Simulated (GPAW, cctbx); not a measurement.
# Reading charge transfer from structure factors

GaRhS3, P6_3/mmc (no. 194), a = 3.8766 Å, b = 3.8766 Å, c = 14.5653 Å, α = 90.00°, β = 90.00°, γ = 120.00°.

| atom | mult. | x | y | z |
| --- | --- | --- | --- | --- |
| Rh1 | 2 | 0 | 0 | 0 |
| Ga1 | 2 | 1/3 | 2/3 | 3/4 |
| S1 | 4 | 1/3 | 2/3 | 0.5718 |
| S2 | 2 | 0 | 0 | 1/4 |

The cell comes from substitution in a known structure type and wasn't matched to any measured phase.

Absolute values of the static structure factors of the conventional cell from DFT (PBE, GPAW) against free spherical atoms, in electrons:

```csv
hkl,d (Å),free atoms,crystal
002,7.283,34.41,34.64
004,3.641,147.96,147.73
100,3.357,51.23,51.61
101,3.272,65.10,65.37
102,3.049,63.14,62.52
103,2.761,4.93,4.64
104,2.468,74.19,74.22
006,2.428,39.74,40.02
105,2.200,69.45,69.33
106,1.967,87.13,86.70
```

**Question.** Which way does charge move, and which reflections show it best?

Project each element's phase sum on the total phase. |F| rises if density moves to atoms that scatter in phase and falls if it moves to atoms that scatter against it; the rule is for low angles, since changes of shape take over beyond. Where all elements are in phase the terms compete, and the compactness of the donor's and the acceptor's density matters too.

| hkl | Rh in phase | Ga in phase | S in phase | change (e) | (%) |
| --- | --- | --- | --- | --- | --- |
| 002 | +2.0 | -2.0 | +0.5 | +0.23 | +0.7 |
| 004 | +2.0 | +2.0 | +1.1 | -0.23 | -0.2 |
| 100 | +2.0 | -1.0 | 0.0 | +0.38 | +0.7 |
| 101 | 0.0 | +1.7 | +1.5 | +0.27 | +0.4 |
| 102 | +2.0 | +1.0 | -3.2 | -0.62 | -1.0 |
| 103 | 0.0 | +1.7 | -3.4 | -0.30 | -6.0 |
| 104 | +2.0 | -1.0 | +2.5 | +0.03 | 0.0 |
| 006 | -2.0 | +2.0 | +5.6 | +0.28 | +0.7 |

Low-angle reflections that set elements apart and change by more than 0.05 e: 002, 004, 100, 101, 102, 103 and 006 (104 hardly moves and tells little). The signs fit a gain of density on S and a loss on Rh and Ga, apart from 101. The best witness is 103, -6.0 %, where S enters with -3.4. The real-space density agrees: Voronoi charges Rh +0.09, Ga +0.31, S -0.13 e. The shortest bond, Ga–S, has Δρ = +0.10 e/Å³ at its midpoint, a covalent bond charge.

[Outputs are excerpts: Python notices, other lines and further rows are left out; steps that failed or that the build refused (PBEsol, TPSS) are not shown.]

[Logs are printed without paths, hosts, clocks, repeated set-up lines and the standing remarks that a program may print on its own settings, such as how far it seeks lower states.]
